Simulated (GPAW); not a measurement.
## Work function of a 9-layer slab of Al(110) at several levels

How far do functional and basis move the work function of a 9-layer slab of Al(110)?

Main program and level: GPAW 26.7.0; GPAW, PAW setups; slab in vacuum, relaxation, in the first sound run; inputs show where later runs differ.

Report form: the programs' logs are mostly left out.

### Step 1. The starting structure

The cell holds 9 atoms: 9 Al. Its edges and angles: a = 4.050 Å, b = 2.864 Å, c = 27.455 Å, α = 90.0°, β = 90.0°, γ = 90.0°. Vacuum lies along c.

### Step 2. Relaxing the atoms

Forces are removed first; all later runs use this geometry. The lowest 4 atoms are held at bulk positions and keep their forces.

File run.py:

```python
import json
import numpy as np
from ase import Atoms
from ase.constraints import FixAtoms
from ase.optimize import BFGS
from gpaw import GPAW, PW

slab = Atoms(
    ['Al', 'Al', 'Al', 'Al', 'Al', 'Al', 'Al', 'Al', 'Al'],
    positions=[
        [0.00000, 0.00000, 8.00000],
        [2.02500, 1.43189, 9.43189],
        [0.00000, 0.00000, 10.86378],
        [2.02500, 1.43189, 12.29567],
        [0.00000, 0.00000, 13.72756],
        [2.02500, 1.43189, 15.15946],
        [0.00000, 0.00000, 16.59135],
        [2.02500, 1.43189, 18.02324],
        [0.00000, 0.00000, 19.45513]],
    cell=[[4.05, 0.0, 0.0], [0.0, 2.86378, 0.0], [0.0, 0.0, 27.45513]],
    pbc=[True, True, False])

slab.calc = GPAW(mode=PW(400), xc='PBE', kpts={'size': (8, 11, 1), 'gamma': True},
                 occupations={'name': 'fermi-dirac', 'width': 0.1}, nbands='200%',
                 convergence={'density': 1e-05}, maxiter=200,
                 poissonsolver={'dipolelayer': 'xy'},
                 symmetry={'tolerance': 1e-3, 'extra_ids': [1, 1, 1, 1, 0, 0, 0, 0, 0]}, txt='slab.txt')
result = {}
slab.set_constraint(FixAtoms([0, 1, 2, 3]))
path = []
opt = BFGS(slab, maxstep=0.2)
opt.attach(lambda: path.append((slab.get_potential_energy(), slab.positions.tolist(), slab.get_forces().tolist())))
result['relaxed'] = bool(opt.run(fmax=0.03, steps=40))
result['path'] = path
energy = slab.get_potential_energy()
fermi = slab.calc.get_fermi_level()
v = slab.calc.get_electrostatic_potential().mean((0, 1)) - fermi
n = slab.calc.get_pseudo_density().mean((0, 1))
L = slab.cell[2, 2]
z = np.arange(len(v)) * L / len(v)
low, high = slab.positions[:, 2].min(), slab.positions[:, 2].max()
below, above = np.interp([low - 5.8, high + 5.8], z, v)
slopes = [np.interp(x, z, np.gradient(v, z)) for x in (low - 5.8, high + 5.8)]
eps = np.array([[slab.calc.get_eigenvalues(k, s) for k in range(len(slab.calc.get_ibz_k_points()))]
                for s in range(slab.calc.get_number_of_spins())]) - fermi
top, bottom = eps[eps < 0].max(), eps[eps > 0].min()
dipole = slab.get_dipole_moment()[2]
print(f'energy {energy:.4f} eV, Fermi level {fermi:.4f} eV, dipole {dipole:.5f} e A')
print(f'potential 5.8 A off the faces, from the Fermi level: lower {below:.4f} eV, upper {above:.4f} eV')
print(f'slope of the potential there: lower {slopes[0]:.5f}, upper {slopes[1]:.5f} eV/A')
print(f'nearest levels on the mesh: {top:.4f} and {bottom:.4f} eV')
print('magnetic moment', round(slab.get_magnetic_moment(), 3))
result.update(energy=energy, fermi=fermi, dipole=dipole, below=below, above=above, slopes=slopes, edges=[top, bottom],
              z=z.tolist(), v=v.tolist(), n=n.tolist(), positions=slab.positions.tolist(),
              forces=slab.get_forces(apply_constraint=False).tolist(), moments=slab.get_magnetic_moments().tolist())
json.dump(result, open('result.json', 'w'))
```

Run with:

```console
> OMP_NUM_THREADS=1 OPENBLAS_NUM_THREADS=1 python run.py
```

Run time: 17 min. Hardware: 1 thread of Intel Xeon at 2.50GHz (Skylake/Cascade Lake), shared host; peak memory 0.31 GiB.

Step by step:

```tsv
step	energy less that of the first step (eV)	largest force (eV/Å)
1	0.0000	0.1890
2	-0.0011	0.1801
3	-0.0121	0.0396
4	-0.0122	0.0351
5	-0.0122	0.0307
6	-0.0124	0.0124
```

The atoms that moved most (Å):

```tsv
atom	dx	dy	dz	length
Al9	0.000	0.000	-0.053	0.053
Al6	0.000	0.000	0.046	0.046
Al8	0.000	0.000	0.042	0.042
Al7	0.000	0.000	0.006	0.006
Al5	0.000	0.000	0.006	0.006
```

Final coordinates:

```
Al
1.0
     4.05000    0.00000    0.00000
     0.00000    2.86378    0.00000
     0.00000    0.00000   27.45513
Al
9
Cartesian
  0.0000 0.0000 8.0000
  2.0250 1.4319 9.4319
  0.0000 0.0000 10.8638
  2.0250 1.4319 12.2957
  0.0000 0.0000 13.7334
  2.0250 1.4319 15.2050
  0.0000 0.0000 16.5973
  2.0250 1.4319 18.0654
  0.0000 0.0000 19.4023
```

Numbers from this step:

| Quantity | Value |
| --- | --- |
| dipole along the normal | 2.97e-4 e·Å |
| levels nearest the Fermi level on the mesh | -0.009431, 0.008987 eV from the Fermi level |
| upper work function | 4.150 eV |
| lower work function | 4.155 eV |

The electrostatic potential energy of an electron (without an applied field's), less the Fermi level, planar mean oscillates, so the rows of the table below give means over windows of 1.39 Å about each position, cut where the curve ends. Its maxima inside the range that stand out by 2 % of the span (Å: eV): 8.7: -4.98, 10.2: -5.04, 11.6: -4.99, 13.0: -4.98, 14.5: -4.65, 15.9: -5.38, 17.4: -4.70, 18.8: -5.93. Its minima: 8.0: -8.92, 9.4: -9.33, 10.8: -9.34, 12.3: -9.31, 13.7: -9.33, 15.2: -9.37, 16.6: -9.35, 18.1: -9.41, 19.3: -9.05.

Electrostatic potential energy of an electron (without an applied field's), less the Fermi level, planar mean against z; means over each step:

z (Å), electrostatic potential energy of an electron (without an applied field's), less the Fermi level, planar mean (eV) and a bar from the least value:
```
     0.69       4.15 ##############################
     2.08       4.15 ##############################
     3.48       4.15 ##############################
     4.87       4.13 ##############################
     6.26       3.43 ############################
     7.65      -4.56 ########
     9.04      -7.04 ##
    10.43      -7.06 #
    11.82      -7.04 ##
    13.21      -7.00 ##
    14.60      -6.76 ##
    15.99      -7.30 #
    17.38      -6.77 ##
    18.77      -7.64 
    20.16      -1.49 ################
    21.55       3.87 #############################
    22.94       4.14 ##############################
    24.33       4.15 ##############################
    25.72       4.15 ##############################
    27.11       4.15 ##############################
```

The pseudo valence density, planar mean oscillates, so the rows of the table below give means over windows of 1 Å about each position, cut where the curve ends. Its maxima inside the range that stand out by 2 % of the span (Å: e/Å³): 7.7: 0.121, 8.8: 0.200, 10.1: 0.201, 11.6: 0.203, 13.1: 0.201, 14.6: 0.198, 15.9: 0.206, 17.4: 0.199, 18.7: 0.210, 19.7: 0.127. Its minima: 7.9: 0.113, 9.4: 0.149, 10.9: 0.151, 12.2: 0.150, 13.7: 0.144, 15.2: 0.149, 16.5: 0.152, 18.0: 0.154, 19.5: 0.120.

Table of pseudo valence density, planar mean by z; means over each step:

```tsv
z (Å)	pseudo valence density, planar mean (e/Å³)
3	7.5e-6
4	8.4e-5
5	9.9e-4
6	0.0106
7	0.0687
8	0.137
9	0.182
10	0.187
11	0.174
12	0.178
13	0.189
14	0.173
15	0.174
16	0.191
17	0.180
18	0.177
19	0.176
20	0.103
21	0.0252
22	0.00259
23	2.3e-4
24	2.0e-5
```

The relaxation lowered the energy of the cell by 0.0124 eV (energies extrapolated to zero smearing; the optimiser's log prints free energies). The largest force left on a free atom is 0.012 eV/Å.

### Step 3. The slab's potential

The work function is the vacuum plateau of the electrostatic potential less the Fermi level; a dipole layer lets the two faces have plateaus of their own.

This step: GPAW, PAW setups; slab in vacuum (GPAW 26.7.0).

Changes to run.py since step 2:

```diff
@@ -3,4 +3,2 @@
 from ase import Atoms
-from ase.constraints import FixAtoms
-from ase.optimize import BFGS
 from gpaw import GPAW, PW
@@ -14,7 +12,7 @@
         [2.02500, 1.43189, 12.29567],
-        [0.00000, 0.00000, 13.72756],
-        [2.02500, 1.43189, 15.15946],
-        [0.00000, 0.00000, 16.59135],
-        [2.02500, 1.43189, 18.02324],
-        [0.00000, 0.00000, 19.45513]],
+        [0.00000, 0.00000, 13.73339],
+        [2.02500, 1.43189, 15.20504],
+        [0.00000, 0.00000, 16.59726],
+        [2.02500, 1.43189, 18.06544],
+        [-0.00000, 0.00000, 19.40233]],
     cell=[[4.05, 0.0, 0.0], [0.0, 2.86378, 0.0], [0.0, 0.0, 27.45513]],
@@ -26,10 +24,4 @@
                  poissonsolver={'dipolelayer': 'xy'},
-                 symmetry={'tolerance': 1e-3, 'extra_ids': [1, 1, 1, 1, 0, 0, 0, 0, 0]}, txt='slab.txt')
+                 symmetry={'tolerance': 1e-3}, txt='slab.txt')
 result = {}
-slab.set_constraint(FixAtoms([0, 1, 2, 3]))
-path = []
-opt = BFGS(slab, maxstep=0.2)
-opt.attach(lambda: path.append((slab.get_potential_energy(), slab.positions.tolist(), slab.get_forces().tolist())))
-result['relaxed'] = bool(opt.run(fmax=0.03, steps=40))
-result['path'] = path
 energy = slab.get_potential_energy()
```

Run time: 6.4 min. Hardware: 1 thread; peak memory 0.3 GiB.

Numbers from this step:

```
dipole along the normal                    : 1.61e-4 e·Å
levels nearest the Fermi level on the mesh : -0.009426, 0.009033 eV from the Fermi level
upper work function                        : 4.151 eV
lower work function                        : 4.154 eV
```

The electrostatic potential energy of an electron (without an applied field's), less the Fermi level, planar mean oscillates, so the rows of the table below give means over windows of 1.39 Å about each position, cut where the curve ends. Its maxima inside the range that stand out by 2 % of the span (Å: eV): 8.7: -4.98, 10.2: -5.04, 11.6: -4.99, 13.0: -4.98, 14.5: -4.65, 15.9: -5.38, 17.4: -4.70, 18.8: -5.93. Its minima: 8.0: -8.92, 9.4: -9.33, 10.8: -9.34, 12.3: -9.31, 13.7: -9.33, 15.2: -9.37, 16.6: -9.35, 18.1: -9.41, 19.3: -9.05.

Table of electrostatic potential energy of an electron (without an applied field's), less the Fermi level, planar mean by z; means over each step:

```tsv
z (Å)	electrostatic potential energy of an electron (without an applied field's), less the Fermi level, planar mean (eV)
0.69	4.15
2.08	4.15
3.48	4.15
4.87	4.13
6.26	3.43
7.65	-4.56
9.04	-7.04
10.43	-7.06
11.82	-7.04
13.21	-7.00
14.60	-6.76
15.99	-7.30
17.38	-6.77
18.77	-7.64
20.16	-1.49
21.55	3.87
22.94	4.14
24.33	4.15
25.72	4.15
27.11	4.15
```

The pseudo valence density, planar mean oscillates, so the rows of the table below give means over windows of 1 Å about each position, cut where the curve ends. Its maxima inside the range that stand out by 2 % of the span (Å: e/Å³): 7.7: 0.121, 8.8: 0.200, 10.1: 0.201, 11.6: 0.203, 13.1: 0.201, 14.6: 0.198, 15.9: 0.206, 17.4: 0.199, 18.7: 0.210, 19.7: 0.127. Its minima: 7.9: 0.113, 9.4: 0.149, 10.9: 0.151, 12.2: 0.150, 13.7: 0.144, 15.2: 0.149, 16.5: 0.152, 18.0: 0.154, 19.5: 0.120.

The pseudo valence density, planar mean by z; means over each step:

```tsv
z (Å)	pseudo valence density, planar mean (e/Å³)
3	7.5e-6
4	8.4e-5
5	9.9e-4
6	0.0106
7	0.0687
8	0.137
9	0.182
10	0.187
11	0.174
12	0.178
13	0.189
14	0.173
15	0.174
16	0.191
17	0.180
18	0.177
19	0.176
20	0.103
21	0.0252
22	0.00259
23	2.3e-4
24	2.0e-5
```

Force by atom:

```tsv
atom	x (eV/Å)	y (eV/Å)	z (eV/Å)	size
Al1	0.000	0.000	0.186	0.186
Al2	0.000	0.000	-0.132	0.132
Al3	0.000	0.000	-0.019	0.019
Al4	0.000	0.000	-0.085	0.085
Al5	0.000	0.000	0.012	0.012
Al6	0.000	0.000	0.012	0.012
Al7	0.000	0.000	0.010	0.010
Al8	0.000	0.000	0.013	0.013
Al9	0.000	0.000	0.002	0.002
```

The potential is flat to 1.1e-4 eV/Å where it is read, so the vacuum is wide enough.

### Step 4. Self-consistent run: xc = "revPBE"

The same geometry under revPBE, to see how far the functional moves the levels against the vacuum.

Changes to run.py since step 3:

```diff
@@ -20,3 +20,3 @@
 
-slab.calc = GPAW(mode=PW(400), xc='PBE', kpts={'size': (8, 11, 1), 'gamma': True},
+slab.calc = GPAW(mode=PW(400), xc='revPBE', kpts={'size': (8, 11, 1), 'gamma': True},
                  occupations={'name': 'fermi-dirac', 'width': 0.1}, nbands='200%',
```

Wall time 5.9 min (1 thread); peak memory 0.3 GiB.

Numbers from this step:

- dipole along the normal: 2.59e-4 e·Å
- levels nearest the Fermi level on the mesh: -0.02045, 0.008160 eV from the Fermi level
- upper work function: 4.080 eV
- lower work function: 4.085 eV

The electrostatic potential energy of an electron (without an applied field's), less the Fermi level, planar mean oscillates, so the rows of the table below give means over windows of 1.39 Å about each position, cut where the curve ends. Its maxima inside the range that stand out by 2 % of the span (Å: eV): 8.7: -5.07, 10.2: -5.12, 11.6: -5.07, 13.0: -5.06, 14.5: -4.73, 15.9: -5.46, 17.4: -4.78, 18.8: -6.01. Its minima: 8.0: -8.99, 9.4: -9.41, 10.8: -9.41, 12.3: -9.39, 13.7: -9.41, 15.2: -9.44, 16.6: -9.42, 18.1: -9.49, 19.3: -9.12.

Electrostatic potential energy of an electron (without an applied field's), less the Fermi level, planar mean against z; means over each step:

z (Å), electrostatic potential energy of an electron (without an applied field's), less the Fermi level, planar mean (eV) and a bar from the least value:
```
     0.69       4.08 ##############################
     2.08       4.08 ##############################
     3.48       4.08 ##############################
     4.87       4.06 ##############################
     6.26       3.37 ############################
     7.65      -4.62 ########
     9.04      -7.11 ##
    10.43      -7.14 #
    11.82      -7.12 ##
    13.21      -7.08 ##
    14.60      -6.84 ##
    15.99      -7.38 #
    17.38      -6.85 ##
    18.77      -7.72 
    20.16      -1.55 ################
    21.55       3.80 #############################
    22.94       4.07 ##############################
    24.33       4.08 ##############################
    25.72       4.08 ##############################
    27.11       4.08 ##############################
```

The pseudo valence density, planar mean oscillates, so the rows of the table below give means over windows of 1 Å about each position, cut where the curve ends. Its maxima inside the range that stand out by 2 % of the span (Å: e/Å³): 7.7: 0.121, 8.8: 0.200, 10.1: 0.201, 11.6: 0.202, 13.1: 0.201, 14.6: 0.198, 15.9: 0.206, 17.4: 0.199, 18.7: 0.209, 19.7: 0.127. Its minima: 7.9: 0.114, 9.4: 0.149, 10.9: 0.152, 12.2: 0.150, 13.7: 0.145, 15.2: 0.149, 16.5: 0.153, 18.0: 0.154, 19.5: 0.120.

Pseudo valence density, planar mean against z; means over each step:

```tsv
z (Å)	pseudo valence density, planar mean (e/Å³)
3	8.0e-6
4	8.5e-5
5	9.7e-4
6	0.0105
7	0.0688
8	0.137
9	0.182
10	0.187
11	0.174
12	0.178
13	0.189
14	0.173
15	0.174
16	0.191
17	0.180
18	0.177
19	0.176
20	0.103
21	0.0252
22	0.00254
23	2.3e-4
24	2.1e-5
25	1.9e-6
```

Force by atom:

```tsv
atom	x (eV/Å)	y (eV/Å)	z (eV/Å)	size
Al1	0.000	0.000	0.128	0.128
Al2	0.000	0.000	-0.153	0.153
Al3	0.000	0.000	-0.021	0.021
Al4	0.000	0.000	-0.085	0.085
Al5	0.000	0.000	0.013	0.013
Al6	0.000	0.000	0.008	0.008
Al7	0.000	0.000	0.013	0.013
Al8	0.000	0.000	0.029	0.029
Al9	0.000	0.000	0.068	0.068
```

The upper face's work function is 4.080 eV, against 4.151 eV in the first plane-wave PBE run at this geometry.

### Step 5. Self-consistent run: xc = "vdW-DF2"

The same geometry under vdW-DF2, to see how far the functional moves the levels against the vacuum (the van der Waals functionals take revPBE setups).

Changes to run.py since step 4:

```diff
@@ -20,3 +20,3 @@
 
-slab.calc = GPAW(mode=PW(400), xc='revPBE', kpts={'size': (8, 11, 1), 'gamma': True},
+slab.calc = GPAW(mode=PW(400), xc='vdW-DF2', kpts={'size': (8, 11, 1), 'gamma': True},
                  occupations={'name': 'fermi-dirac', 'width': 0.1}, nbands='200%',
```

It took 24 min on 1 thread; peak memory 0.49 GiB.

Numbers from this step:

| Quantity | Value |
| --- | --- |
| dipole along the normal | 4.01e-7 e·Å |
| levels nearest the Fermi level on the mesh | -0.003931, 0.02144 eV from the Fermi level |
| upper work function | 4.384 eV |
| lower work function | 4.385 eV |

The upper face's work function is 4.384 eV, against 4.151 eV in the first plane-wave PBE run at this geometry.

### Step 6. Self-consistent run: xc = "LDA"

The same geometry under LDA, to see how far the functional moves the levels against the vacuum.

Changes to run.py since step 5:

```diff
@@ -20,3 +20,3 @@
 
-slab.calc = GPAW(mode=PW(400), xc='vdW-DF2', kpts={'size': (8, 11, 1), 'gamma': True},
+slab.calc = GPAW(mode=PW(400), xc='LDA', kpts={'size': (8, 11, 1), 'gamma': True},
                  occupations={'name': 'fermi-dirac', 'width': 0.1}, nbands='200%',
```

Run time: 7 min. Hardware: 1 thread; peak memory 0.31 GiB.

Numbers from this step:

- dipole along the normal: -3.26e-5 e·Å
- levels nearest the Fermi level on the mesh: -0.004546, 0.006397 eV from the Fermi level
- upper work function: 4.308 eV
- lower work function: 4.309 eV

The electrostatic potential energy of an electron (without an applied field's), less the Fermi level, planar mean oscillates, so the rows of the table below give means over windows of 1.39 Å about each position, cut where the curve ends. Its maxima inside the range that stand out by 2 % of the span (Å: eV): 8.7: -4.78, 10.2: -4.83, 11.6: -4.78, 13.0: -4.77, 14.5: -4.44, 15.9: -5.17, 17.4: -4.50, 18.8: -5.72. Its minima: 8.0: -8.75, 9.4: -9.15, 10.8: -9.15, 12.3: -9.12, 13.7: -9.15, 15.2: -9.18, 16.6: -9.16, 18.1: -9.22, 19.4: -8.88.

The electrostatic potential energy of an electron (without an applied field's), less the Fermi level, planar mean by z; means over each step:

```tsv
z (Å)	electrostatic potential energy of an electron (without an applied field's), less the Fermi level, planar mean (eV)
0.69	4.31
2.08	4.31
3.48	4.31
4.87	4.28
6.26	3.57
7.65	-4.40
9.04	-6.84
10.43	-6.86
11.82	-6.84
13.21	-6.80
14.60	-6.56
15.99	-7.10
17.38	-6.57
18.77	-7.44
20.16	-1.34
21.55	4.02
22.94	4.30
24.33	4.31
25.72	4.31
27.11	4.31
```

The upper face's work function is 4.308 eV, against 4.151 eV in the first plane-wave PBE run at this geometry.

### Step 7. OptPBE vdW: xc = "optPBE-vdW"

The same geometry under optPBE-vdW, to see how far the functional moves the levels against the vacuum (the van der Waals functionals take revPBE setups).

Changes to run.py since step 6:

```diff
@@ -20,3 +20,3 @@
 
-slab.calc = GPAW(mode=PW(400), xc='LDA', kpts={'size': (8, 11, 1), 'gamma': True},
+slab.calc = GPAW(mode=PW(400), xc='optPBE-vdW', kpts={'size': (8, 11, 1), 'gamma': True},
                  occupations={'name': 'fermi-dirac', 'width': 0.1}, nbands='200%',
```

The job ended after 8.2 min (1 thread; peak memory 0.49 GiB).

Numbers from this step:

```yaml
dipole_along_the_normal: 8.09e-5 e·Å
levels_nearest_the_fermi_level_on_the_mesh: -0.02648, 0.003572 eV from the Fermi level
upper_work_function: 4.301 eV
lower_work_function: 4.303 eV
```

The electrostatic potential energy of an electron (without an applied field's), less the Fermi level, planar mean oscillates, so the rows of the table below give means over windows of 1.39 Å about each position, cut where the curve ends. Its maxima inside the range that stand out by 2 % of the span (Å: eV): 8.7: -5.01, 10.2: -5.08, 11.6: -5.02, 13.0: -5.01, 14.5: -4.69, 15.9: -5.41, 17.4: -4.75, 18.8: -5.95. Its minima: 8.0: -8.94, 9.4: -9.37, 10.8: -9.37, 12.3: -9.35, 13.7: -9.37, 15.2: -9.40, 16.6: -9.38, 18.1: -9.44, 19.3: -9.07.

Electrostatic potential energy of an electron (without an applied field's), less the Fermi level, planar mean against z; means over each step:

```tsv
z (Å)	electrostatic potential energy of an electron (without an applied field's), less the Fermi level, planar mean (eV)
0.69	4.30
2.08	4.30
3.48	4.30
4.87	4.27
6.26	3.51
7.65	-4.57
9.04	-7.07
10.43	-7.10
11.82	-7.07
13.21	-7.03
14.60	-6.79
15.99	-7.33
17.38	-6.81
18.77	-7.66
20.16	-1.48
21.55	3.97
22.94	4.29
24.33	4.30
25.72	4.30
27.11	4.30
```

The upper face's work function is 4.301 eV, against 4.151 eV in the first plane-wave PBE run at this geometry.

(Part 1 of 2 ends here.)

[Logs are printed without paths, hosts, clocks, repeated set-up lines and the standing remarks that a program may print on its own settings, such as how far it seeks lower states.]

[Hosts, paths, dates, database ids (printed as entryN), source tags and the programs' standing remarks are cut or masked in the printed files.]
